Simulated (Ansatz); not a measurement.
# Phonons of LaTe (Fm-3m) against volume

Aim: how the phonons of LaTe (Fm-3m) shift with volume, and the thermal expansion that follows.

Main program and level: Ansatz 0.2.0; DFT PBEsol, scalar-relativistic, plane waves, PAW; PAW set soft_1.

## 1. The starting structure

It takes space group Fm-3m (No. 225, cubic). Conventional cell: a = 6.390 Å, b = 6.390 Å, c = 6.390 Å, α = 90.00°, β = 90.00°, γ = 90.00°. La has 6 Te at 3.19 Å nearest. Te has 6 La at 3.19 Å nearest. Farther neighbours and most contacts between anions are not listed.

## 2. The dispersion

The cell comes from relaxations at this level that are not shown. Stability and thermal properties need the whole zone. Linear response on a 4×4×4 q mesh gives force constants as far as a supercell of that size would.

Input file input.yaml:

```yaml
crystal:
  lattice:
    - [0.0, 3.1948516099, 3.1948516099]
    - [3.1948516099, 0.0, 3.1948516099]
    - [3.1948516099, 3.1948516099, 0.0]
  atoms:
    - { symbol: La, position: [0.0, 0.0, 0.0] }
    - { symbol: Te, position: [0.5, 0.5, 0.5] }
kpoints:
  mp_grid: { grid: [12, 12, 12] }
hamiltonian:
  xc: pbesol
  pseudopotentials: { kind: paw, azcp: { folder: soft_1 }, xc_functional: pbe }
scf:
  occupations: { method: methfessel_paxton, width: 0.2 }
output:
  eigenvalues: true
phonons:
  method: dfpt
  qmesh: [4, 4, 4]
  temperatures: { t_max: 1000, t_step: 50 }
  qpath:
    path:
      - [[0.0, 0.0, 0.0], [0.5, 0.0, 0.5], [0.625, 0.25, 0.625]]
      - [[0.375, 0.375, 0.75], [0.0, 0.0, 0.0], [0.5, 0.5, 0.5], [0.5, 0.25, 0.75], [0.5, 0.0, 0.5]]
    npoints: 10
```

Command:

```console
ansatz run input.yaml --threads 4 --pin off --max-ram 10240MiB --backend cpu --events-out ev --progress --plain --runs-dir out
```

Numbers of over 12 decimals in the logs are rounded to 6 here.

Output:

```text
Engine: ansatz 0.2.0, aarch64-unknown-linux-gnu
Pseudopotentials: kind: paw
Pseudopotential: La, paw, valence charge 11, recommended cutoff 420 eV (normal), soft_1/La.paw.azcp
Pseudopotential: Te, paw, valence charge 16, recommended cutoff 420 eV (normal), soft_1/Te.paw.azcp
Functional definition: PBEsol
  exchange = pbesol_x
  correlation = pbesol_c
Crystal: 2 atoms, lattice volume = 65.220 Å³
Basis set: ecut = 420 eV, 1243 PW (Γ), exchange–correlation on 64×64×64 points (8 copies of the dense FFT grid, shifted against one another)
Bands: 18, of which v1, the nominal top of the filled ones, is band 14 counted from 1 (13 counted from 0)
Symmetry: 48 space group operations
k-points: 72 of 1728
Non-local potential: La, projectors of the file, l = 0: 3, l = 1: 2, l = 2: 2, l = 3: 3
Non-local potential: Te, projectors of the file, l = 0: 2, l = 1: 2, l = 2: 2, l = 3: 1
PAW form: soft (Blöchl's): semilocal exchange-correlation on the pseudo side does not see the compensation charge
PAW frozen core: La, regenerated for the run's functional, and the local potential with it (the file was generated under x = pbe(κ = 0.804, μ = 0.219515), c = pbe(β = 0.066725))
PAW frozen core: Te, regenerated for the run's functional, and the local potential with it (the file was generated under x = pbe(κ = 0.804, μ = 0.219515), c = pbe(β = 0.066725))
PAW one-centre angular grid: La, 590 points (default); XC on 64 Gauss nodes
PAW one-centre angular grid: Te, 590 points (default); XC on 64 Gauss nodes
Initial density: superposition of atomic densities (chi_scale 0.1, normalization cell, long waves kept (reshape's long-wave potential 0.00 eV rms))
Initial wavefunctions: pseudopotential atomic-orbital guess
Functional: x = pbesol(κ = 0.804, μ = 0.123457), c = pbesol(β = 0.046)
SCF iter   1: F=—  HF=-13066.974018 eV  |F-HF|=—  |Δ(HF+E_count)|=         —  Δρ=4.09e-2  dr2=2.59e0  ethr=3.10e-3  ⟨swp⟩=7.8  Hψ=22939  notcnv=0  defer=3
automatic band count: the SCF goes on with 22 bands, as 18 were too few: they end inside the smearing window of the response
automatic band count: the SCF goes on with 30 bands, as 22 were too few: they end inside the smearing window of the response
preconditioner: auto → Kerker (q_TF=auto, 2.355 Å⁻¹)  [metal: Δε(μ)=0.078 eV  Ē_g=13.165 eV  σ=0.200 eV  W_gap=0.31  n_scr=14 (ndim 8)  ℏωp=17.8 eV  f_vac=0.000  D(μ)=2.11/eV (n_scr^D=14)]
SCF iter   2: F=—  HF=-13066.545416 eV  |F-HF|=—  |Δ(HF+E_count)|=   4.29e-1  S|Δr|=    0.00e0  Δρ=2.60e-2  dr2=1.05e0  ethr=3.10e-3  ⟨swp⟩=2.0  Hψ=3136  notcnv=0  defer=250
SCF iter   3: F=—  HF=-13066.300137 eV  |F-HF|=—  |Δ(HF+E_count)|=   2.45e-1  S|Δr|=    0.00e0  Δρ=8.74e-3  dr2=8.25e-2  ethr=3.10e-3  ⟨swp⟩=2.6  Hψ=3129  notcnv=0  defer=252
SCF iter   4: F=—  HF=-13066.280709 eV  |F-HF|=—  |Δ(HF+E_count)|=   1.94e-2  S|Δr|=    0.00e0  Δρ=2.91e-3  dr2=6.44e-3  ethr=3.06e-4  ⟨swp⟩=2.2  Hψ=3306  notcnv=0  defer=259
SCF iter   5: F=—  HF=-13066.278513 eV  |F-HF|=—  |Δ(HF+E_count)|=   2.20e-3  S|Δr|=    0.00e0  Δρ=4.83e-4  dr2=1.54e-4  ethr=2.39e-5  ⟨swp⟩=2.0  Hψ=3044  notcnv=0  defer=259
SCF iter   6: F=—  HF=-13066.278485 eV  |F-HF|=—  |Δ(HF+E_count)|=   2.88e-5  S|Δr|=    0.00e0  Δρ=1.24e-4  dr2=2.20e-5  ethr=5.70e-7  ⟨swp⟩=2.4  Hψ=2425  notcnv=0  defer=259
SCF iter   7: F=—  HF=-13066.278481 eV  |F-HF|=—  |Δ(HF+E_count)|=   3.68e-6  S|Δr|=    0.00e0  Δρ=2.27e-5  dr2=4.04e-7  ethr=8.14e-8  ⟨swp⟩=2.1  Hψ=2435  notcnv=0  defer=259
SCF iter   8: F=—  HF=-13066.278481 eV  |F-HF|=—  |Δ(HF+E_count)|=   4.12e-7  S|Δr|=    0.00e0  Δρ=5.47e-6  dr2=2.29e-8  ethr=1.50e-9  ⟨swp⟩=2.3  Hψ=2735  notcnv=0  defer=260
SCF iter   9: F=—  HF=-13066.278481 eV  |F-HF|=—  |Δ(HF+E_count)|=   2.46e-9  S|Δr|=    0.00e0  Δρ=1.16e-6  dr2=9.69e-10  ethr=8.49e-11  ⟨swp⟩=2.8  Hψ=2894  notcnv=0  defer=260
SCF iter  10: F=—  HF=-13066.278481 eV  |F-HF|=—  |Δ(HF+E_count)|=  1.98e-10  S|Δr|=    0.00e0  Δρ=1.97e-7  dr2=1.99e-11  ethr=3.59e-12  ⟨swp⟩=2.7  Hψ=2929  notcnv=0  defer=260
SCF iter  11: F=-13066.278481 eV  HF=-13066.278481 eV  |F-HF|=1.82e-12  |Δ(HF+E_count)|=  5.46e-12  S|Δr|=    0.00e0  Δρ=2.49e-8  dr2=4.05e-13  ethr=1.00e-12  ⟨swp⟩=14.6  Hψ=12236  notcnv=0
SCF 1 converged in 11 iterations: F = -13066.278481 eV  dr2 = 4.05e-13
  greatest PAW one-centre occupation: 0.998 electrons in one spin orbital (limit 2), on the Te atom at site 1 (counted from 0), in its partial waves of l = 2
phonons: the bands overlap, so this run is a metal and interpolates without the dipole-dipole term. If the crystal is really an insulator or semiconductor, its LO-TO splitting is missing
NSCF: frozen V_eff on 72 k-points
NSCF: frozen V_eff on 163 k-points
DFPT response loops at q = (0, 0, 0) (fractional): preconditioner auto → Kerker (q_TF=auto, 2.355 Å⁻¹) (partly filled bands, converged f_vac=0.000); β = 1.00, the filter's whole step (`scf.mixing.beta` (0.50) is not read by the response loops under this deck's `scf.mixing.preconditioner`; to damp them name `kerker` or `kerker_dos`, under which they read `scf.mixing.beta`, and type it under 1.00, their step now; both keys bind the ground state too); Broyden in place of MSR1
NSCF: frozen V_eff on 1872 k-points
DFPT response loops at q = (0, 0, 0.25) (fractional): mixed as the last ones told, above
NSCF: frozen V_eff on 952 k-points
DFPT response loops at q = (0, 0, -0.5) (fractional): mixed as the last ones told, above
NSCF: frozen V_eff on 1020 k-points
DFPT response loops at q = (0, 0.25, 0.25) (fractional): mixed as the last ones told, above
NSCF: frozen V_eff on 3456 k-points
DFPT response loops at q = (0, 0.25, -0.5) (fractional): mixed as the last ones told, above
NSCF: frozen V_eff on 1872 k-points
DFPT response loops at q = (0, 0.25, -0.25) (fractional): mixed as the last ones told, above
NSCF: frozen V_eff on 560 k-points
DFPT response loops at q = (0, -0.5, -0.5) (fractional): mixed as the last ones told, above
NSCF: frozen V_eff on 1020 k-points
DFPT response loops at q = (0.25, -0.5, -0.25) (fractional): mixed as the last ones told, above
SCF converged after 11 iterations
Stability not checked: this state was not tested for a lower state beside it, because cold or Methfessel-Paxton smearing, or corrected tetrahedra, fill the levels in a way that the test cannot read (fill_not_monotonic; see scf.lower_state_search)
Free energy (F): -13066.278481 eV
Harris-Foulkes:  -13066.278481 eV  (|F-HF|=1.82e-12)
Internal energy: -13066.280337 eV  (E = F + TS)
E sigma→0 (E₀):  -13066.278945 eV
Entropy (-TS):   0.001856 eV (0.928 meV/atom)
Fermi energy:    11.624632 eV
--- Per-component energies (eV) ---
  E_band       = -275.250356
  E_kinetic    = 359.773322
  E_local      = -1962.710645  (includes V_loc(G=0)·N_el)
  E_nonlocal   = 160.077806
  E_hartree    = 945.948807
  E_xc         = -263.620119
  E_vxc        = -247.106963  (∫ρ·V_xc dr)
  E_paw        = -9926.434197  (= ΣΔE_a)
  E_vpaw       = -477.181568  (= ΣTr[D̂ρ^β])
  E_aug_tail   = 0.000082  (compensation charges beyond the density's cutoff)
  E_ewald      = -2379.859240
  E_core_change = 0.543847  (= ΣΔE_core)
  E_smearing   = 0.001856  (= −TS)
  E_closure    = -0.000000  (closes the sum)
  Σ components = -13066.278481   (vs F -13066.278481, Δ=0.00e0)
--- Band table (eV; the first three rows and the last of 72) ---
  k-point 0: bands = [... 10 lower, 9.3501, 9.3501, 9.3501, 11.6044, 11.6044, 11.6044, 12.3023, 12.3023, ... 12 higher]
  k-point 1: bands = [... 10 lower, 9.0134, 9.1607, 9.1607, 11.6229, 11.6959, 11.6959, 12.4837, 12.4837, ... 12 higher]
  k-point 2: bands = [... 10 lower, 8.2976, 8.7521, 8.7521, 11.6592, 11.9316, 11.9316, 12.7851, 12.7851, ... 12 higher]
  k-point 71: bands = [... 10 lower, 7.5860, 8.1392, 8.1392, 12.0951, 12.0951, 12.9603, 12.9603, 13.0084, ... 12 higher]
--- Phonons (Γ-DFPT): 2 representative perturbations + reference (Σ response iterations 6) ---
  ASR residual: 1.694e-4 → 0.000e0 eV/Å²; symmetrization residual: 3.278e-5 eV/Å²
  ASR residual per site (eV/Å²): 1.69e-4 1.01e-4
  Γ frequencies (cm⁻¹): 0.00 0.00 0.00 156.45 156.45 156.45
--- Phonons (arbitrary-q DFPT): 8 irreducible q on the 4×4×4 mesh ---
  q = [0.0000, 0.0000, 0.0000] (star 1, of the zone-centre solve; hermiticity 1.09e-5, symmetrization 5.96e-12): 0.00 0.00 0.00 156.45 156.45 156.45
  q = [0.0000, 0.0000, 0.2500] (star 8, 2 solved perturbations on 936 of 1728 k-point pairs; hermiticity 8.13e-6, symmetrization 3.56e-12): 59.35 59.35 68.64 143.58 145.13 145.13
  q = [0.0000, 0.0000, -0.5000] (star 4, 2 solved perturbations on 476 of 1728 k-point pairs; hermiticity 1.59e-8, symmetrization 8.27e-9): 89.91 100.31 100.31 117.62 117.62 124.06
  q = [0.0000, 0.2500, 0.2500] (star 6, 4 solved perturbations in 1608 linear systems a pass and spin channel, the states on 510 of 1728 k-point pairs; hermiticity 8.16e-6, symmetrization 9.71e-13): 30.48 30.48 96.14 122.27 153.02 153.02
  q = [0.0000, 0.2500, -0.5000] (star 24, 4 solved perturbations in 5328 linear systems a pass and spin channel, the states on 1728 of 1728 k-point pairs; hermiticity 5.80e-6, symmetrization 6.25e-10): 62.32 69.26 70.45 138.11 140.39 140.40
  q = [0.0000, 0.2500, -0.2500] (star 12, 4 solved perturbations in 2892 linear systems a pass and spin channel, the states on 936 of 1728 k-point pairs; hermiticity 6.54e-6, symmetrization 6.86e-13): 39.21 96.04 97.12 120.01 122.50 149.25
  q = [0.0000, -0.5000, -0.5000] (star 3, 4 solved perturbations in 886 linear systems a pass and spin channel, the states on 280 of 1728 k-point pairs; hermiticity 1.00e-5, symmetrization 2.28e-9): 45.76 45.76 46.00 146.72 149.50 149.50
  q = [0.2500, -0.5000, -0.2500] (star 6, 4 solved perturbations in 1544 linear systems a pass and spin channel, the states on 510 of 1728 k-point pairs; hermiticity 6.44e-6, symmetrization 1.74e-9): 47.67 47.67 92.10 120.89 147.19 147.19
  sum rule: each row above includes the acoustic sum rule's correction from the zone centre's row sums; it moved no ω² by more than (0.58 cm⁻¹)²
  mesh force constants: q→R imaginary residual 5.95e-18; ASR residual 1.694e-4 → 0.000e0 eV/Å²; symmetrization residual 3.553e-15 eV/Å²
  interpolated dispersion: 62 rows × 6 modes
  density of states and harmonic sums: on the 20×20×20 q-mesh, interpolated from the force constants of a 4×4×4 supercell (no non-analytic term)
  largest difference from the sums on the solved wave vectors: F 1.39e-2 eV, S 1.79e-5 and C_V 4.01e-6 eV/K
  zero-point energy: 0.038131 eV/cell   skipped modes (ω ≤ 0): 3   left out of the sums: 6.25e-5 of the cell's modes: C_V's classical limit lies that fraction below 3 k_B per atom; for a crystal, a wire or a layer, F and S can be off by more, and a phonons.interpolated_qmesh denser along its periods is the remedy for the sampling
```

It took 9.4 min on 4 threads of Arm Neoverse V1, shared host; peak memory 5 GiB; 37 min of CPU time.

This step gave:

```
volume per atom                                            : 32.61 Å³
gap on the k-mesh                                          : 0 eV
sum-rule residual before enforcement                       : 1.69e-4 eV/Å²
lowest frequency on the path                               : 0 cm⁻¹
point group                                                : m-3m
highest frequency on the path or at a solved wavevector    : 156.5 cm⁻¹
mean frequency                                             : 102.5 cm⁻¹
Debye temperature (second moment)                          : 204 K
logarithmic mean frequency                                 : 93.4 cm⁻¹
highest optical mode at the zone centre (no LO-TO term)    : 156.4 cm⁻¹
lowest optical zone-centre mode                            : 156.4 cm⁻¹
lowest mode on the q mesh (acoustic modes at Γ apart)      : 30.48 cm⁻¹
zero-point energy per atom                                 : 19.07 meV
heat capacity at 300 K                                     : 24.38 J/(mol atoms K)
vibrational entropy at 300 K                               : 45.27 J/(mol atoms K)
edges of the widest gap between branches, on path and mesh : 100.3, 117.6 cm⁻¹
```

Frequencies (cm⁻¹) solved at each irreducible wavevector; negative means imaginary. Frequencies by wavevector, by row:

```tsv
q in reciprocal lattice units	star	mode 1	mode 2	mode 3	mode 4	mode 5	mode 6
0 0 0	1	0	0	0	156.4	156.4	156.4
0 0 0.25	8	59.4	59.4	68.6	143.6	145.1	145.1
0 0 -0.5	4	89.9	100.3	100.3	117.6	117.6	124.1
0 0.25 0.25	6	30.5	30.5	96.1	122.3	153	153
0 0.25 -0.5	24	62.3	69.3	70.5	138.1	140.4	140.4
0 0.25 -0.25	12	39.2	96	97.1	120	122.5	149.2
0 -0.5 -0.5	3	45.8	45.8	46	146.7	149.5	149.5
0.25 -0.5 -0.25	6	47.7	47.7	92.1	120.9	147.2	147.2
```

Symmetry leaves 8 wavevectors to solve. The lowest mode among them, the acoustic zeros apart, lies at q = (0, 0.25, 0.25) and is real, 30.5 cm⁻¹.

## 3. Relaxing at another volume, volume ratio 0.97

The volume is scaled by 0.97 and held; symmetry leaves nothing to relax, so this is a single point. The modes can then be followed against volume.

input.yaml, the sections that differ from step 2:

```yaml
crystal:
  lattice:
    - [0.0, 3.162578175, 3.162578175]
    - [3.162578175, 0.0, 3.162578175]
    - [3.162578175, 3.162578175, 0.0]
  atoms:
    - { symbol: La, position: [0.0, 0.0, 0.0] }
    - { symbol: Te, position: [0.5, 0.5, 0.5] }
output:
  forces: true
  stress: true
  eigenvalues: true
# kpoints, hamiltonian, scf: as in step 2
# phonons: removed
```

Output:

```text
[...]
Crystal: 2 atoms, lattice volume = 63.264 Å³
Basis set: ecut = 420 eV, 1243 PW (Γ), exchange–correlation on 60×60×60 points (8 copies of the dense FFT grid, shifted against one another)
Bands: 18, of which v1, the nominal top of the filled ones, is band 14 counted from 1 (13 counted from 0)
Symmetry: 48 space group operations
[...]
k-points: 72 of 1728
[...]
--- Band table (eV; the first three rows and the last of 72) ---
  k-point 0: bands = [... 10 lower, 9.7743, 9.7743, 9.7743, 11.9953, 11.9953, 11.9953, 12.7339, 12.7339]
  k-point 1: bands = [... 10 lower, 9.4283, 9.5730, 9.5730, 12.0178, 12.0909, 12.0909, 12.9296, 12.9296]
  k-point 2: bands = [... 10 lower, 8.6923, 9.1429, 9.1429, 12.0608, 12.3372, 12.3372, 13.2617, 13.2617]
  k-point 71: bands = [... 10 lower, 7.9448, 8.5538, 8.5538, 12.5250, 12.5250, 13.4645, 13.4645, 13.5163]
[key lines of the parts left out:]
SCF converged after 8 iterations
Free energy (F): -13066.266495 eV
Fermi energy:    12.026626 eV
P = ⅓ Tr σ = 2.0189 GPa (20.189 kbar)
```

The job ended after 1.6 s (4 threads; peak memory 0.41 GiB).

This step gave:

```
pressure        : 2.019 GPa
volume per atom : 31.63 Å³
```

The run ends at a pressure of 2.02 GPa.

## 4. Phonons at the other volume, volume ratio 0.97

The phonons are repeated at this volume on the same k and q meshes.

Edit input.yaml of step 3 so:

```diff
@@ -16,4 +16,11 @@
 output:
-  forces: true
-  stress: true
   eigenvalues: true
+phonons:
+  method: dfpt
+  qmesh: [4, 4, 4]
+  temperatures: { t_max: 1000, t_step: 50 }
+  qpath:
+    path:
+      - [[0.0, 0.0, 0.0], [0.5, 0.0, 0.5], [0.625, 0.25, 0.625]]
+      - [[0.375, 0.375, 0.75], [0.0, 0.0, 0.0], [0.5, 0.5, 0.5], [0.5, 0.25, 0.75], [0.5, 0.0, 0.5]]
+    npoints: 10
```

Output:

```text
[...]
Crystal: 2 atoms, lattice volume = 63.264 Å³
Basis set: ecut = 420 eV, 1243 PW (Γ), exchange–correlation on 60×60×60 points (8 copies of the dense FFT grid, shifted against one another)
Bands: 18, of which v1, the nominal top of the filled ones, is band 14 counted from 1 (13 counted from 0)
Symmetry: 48 space group operations
k-points: 72 of 1728
[...]
SCF iter   1: F=—  HF=-13066.952377 eV  |F-HF|=—  |Δ(HF+E_count)|=         —  Δρ=4.07e-2  dr2=2.47e0  ethr=3.10e-3  ⟨swp⟩=7.7  Hψ=22953  notcnv=0  defer=9
[...]
SCF iter  10: F=-13066.266495 eV  HF=-13066.266495 eV  |F-HF|=0.00e0  |Δ(HF+E_count)|=  1.35e-10  S|Δr|=    0.00e0  Δρ=1.48e-7  dr2=9.16e-12  ethr=1.00e-12  ⟨swp⟩=14.1  Hψ=14669  notcnv=0
SCF 1 converged in 10 iterations: F = -13066.266495 eV  dr2 = 9.16e-12
[...]
NSCF: frozen V_eff on 72 k-points
[...]
SCF converged after 10 iterations
[...]
Free energy (F): -13066.266495 eV
[...]
Internal energy: -13066.268371 eV  (E = F + TS)
E sigma→0 (E₀):  -13066.266964 eV
Entropy (-TS):   0.001876 eV (0.938 meV/atom)
Fermi energy:    12.026677 eV
[...]
--- Band table (eV; the first three rows and the last of 72) ---
  k-point 0: bands = [... 10 lower, 9.7743, 9.7743, 9.7743, 11.9953, 11.9953, 11.9953, 12.7340, 12.7340, ... 12 higher]
  k-point 1: bands = [... 10 lower, 9.4283, 9.5730, 9.5730, 12.0178, 12.0909, 12.0909, 12.9297, 12.9297, ... 12 higher]
  k-point 2: bands = [... 10 lower, 8.6923, 9.1429, 9.1429, 12.0609, 12.3372, 12.3372, 13.2619, 13.2619, ... 12 higher]
  k-point 71: bands = [... 10 lower, 7.9448, 8.5537, 8.5537, 12.5251, 12.5251, 13.4648, 13.4648, 13.5166, ... 12 higher]
[...]
ASR residual: 2.053e-4 → 0.000e0 eV/Å²; symmetrization residual: 3.427e-5 eV/Å²
  ASR residual per site (eV/Å²): 2.05e-4 4.00e-5
  Γ frequencies (cm⁻¹): 0.00 0.00 0.00 165.22 165.22 165.22
--- Phonons (arbitrary-q DFPT): 8 irreducible q on the 4×4×4 mesh ---
[...]
interpolated dispersion: 62 rows × 6 modes
[...]
```

It took 8.4 min on 4 threads; peak memory 6.2 GiB; 33 min of CPU time.

Numbers from this step:

```
sum-rule residual before enforcement                       : 2.05e-4 eV/Å²
highest frequency on the path or at a solved wavevector    : 165.2 cm⁻¹
mean frequency                                             : 108.1 cm⁻¹
Debye temperature (second moment)                          : 216 K
logarithmic mean frequency                                 : 97.8 cm⁻¹
highest optical mode at the zone centre (no LO-TO term)    : 165.2 cm⁻¹
lowest optical zone-centre mode                            : 165.2 cm⁻¹
lowest mode on the q mesh (acoustic modes at Γ apart)      : 29.62 cm⁻¹
zero-point energy per atom                                 : 20.11 meV
heat capacity at 300 K                                     : 24.31 J/(mol atoms K)
vibrational entropy at 300 K                               : 44.14 J/(mol atoms K)
edges of the widest gap between branches, on path and mesh : 106.8, 123.6 cm⁻¹
```

Frequencies (cm⁻¹) solved at each irreducible wavevector; negative means imaginary. Frequencies by wavevector, by row:

```tsv
q in reciprocal lattice units	star	mode 1	mode 2	mode 3	mode 4	mode 5	mode 6
0 0 0	1	0	0	0	165.2	165.2	165.2
0 0 0.25	8	62.9	62.9	72.1	151.7	153.2	153.2
0 0 -0.5	4	98.4	106.8	106.8	123.6	123.6	129.6
0 0.25 0.25	6	29.6	29.6	103.5	128.2	162.2	162.2
0 0.25 -0.5	24	65	72.1	73.4	146.9	148.9	149.1
0 0.25 -0.25	12	38	103.4	103.8	125.9	128.2	158.7
0 -0.5 -0.5	3	45	45.4	45.4	156.9	159	159
0.25 -0.5 -0.25	6	46.9	46.9	99.1	126.8	157	157
```

The highest optical mode at the zone centre (no LO-TO term) is 165.2 cm⁻¹, +8.8 cm⁻¹ against the base run.

(Continued in part 2 of 2.)

[Logs are printed without paths, hosts, clocks, repeated set-up lines and the standing remarks that a program may print on its own settings, such as how far it seeks lower states.]

[Hosts, paths, dates, database ids (printed as entryN), source tags and the programs' standing remarks are cut or masked in the printed files.]
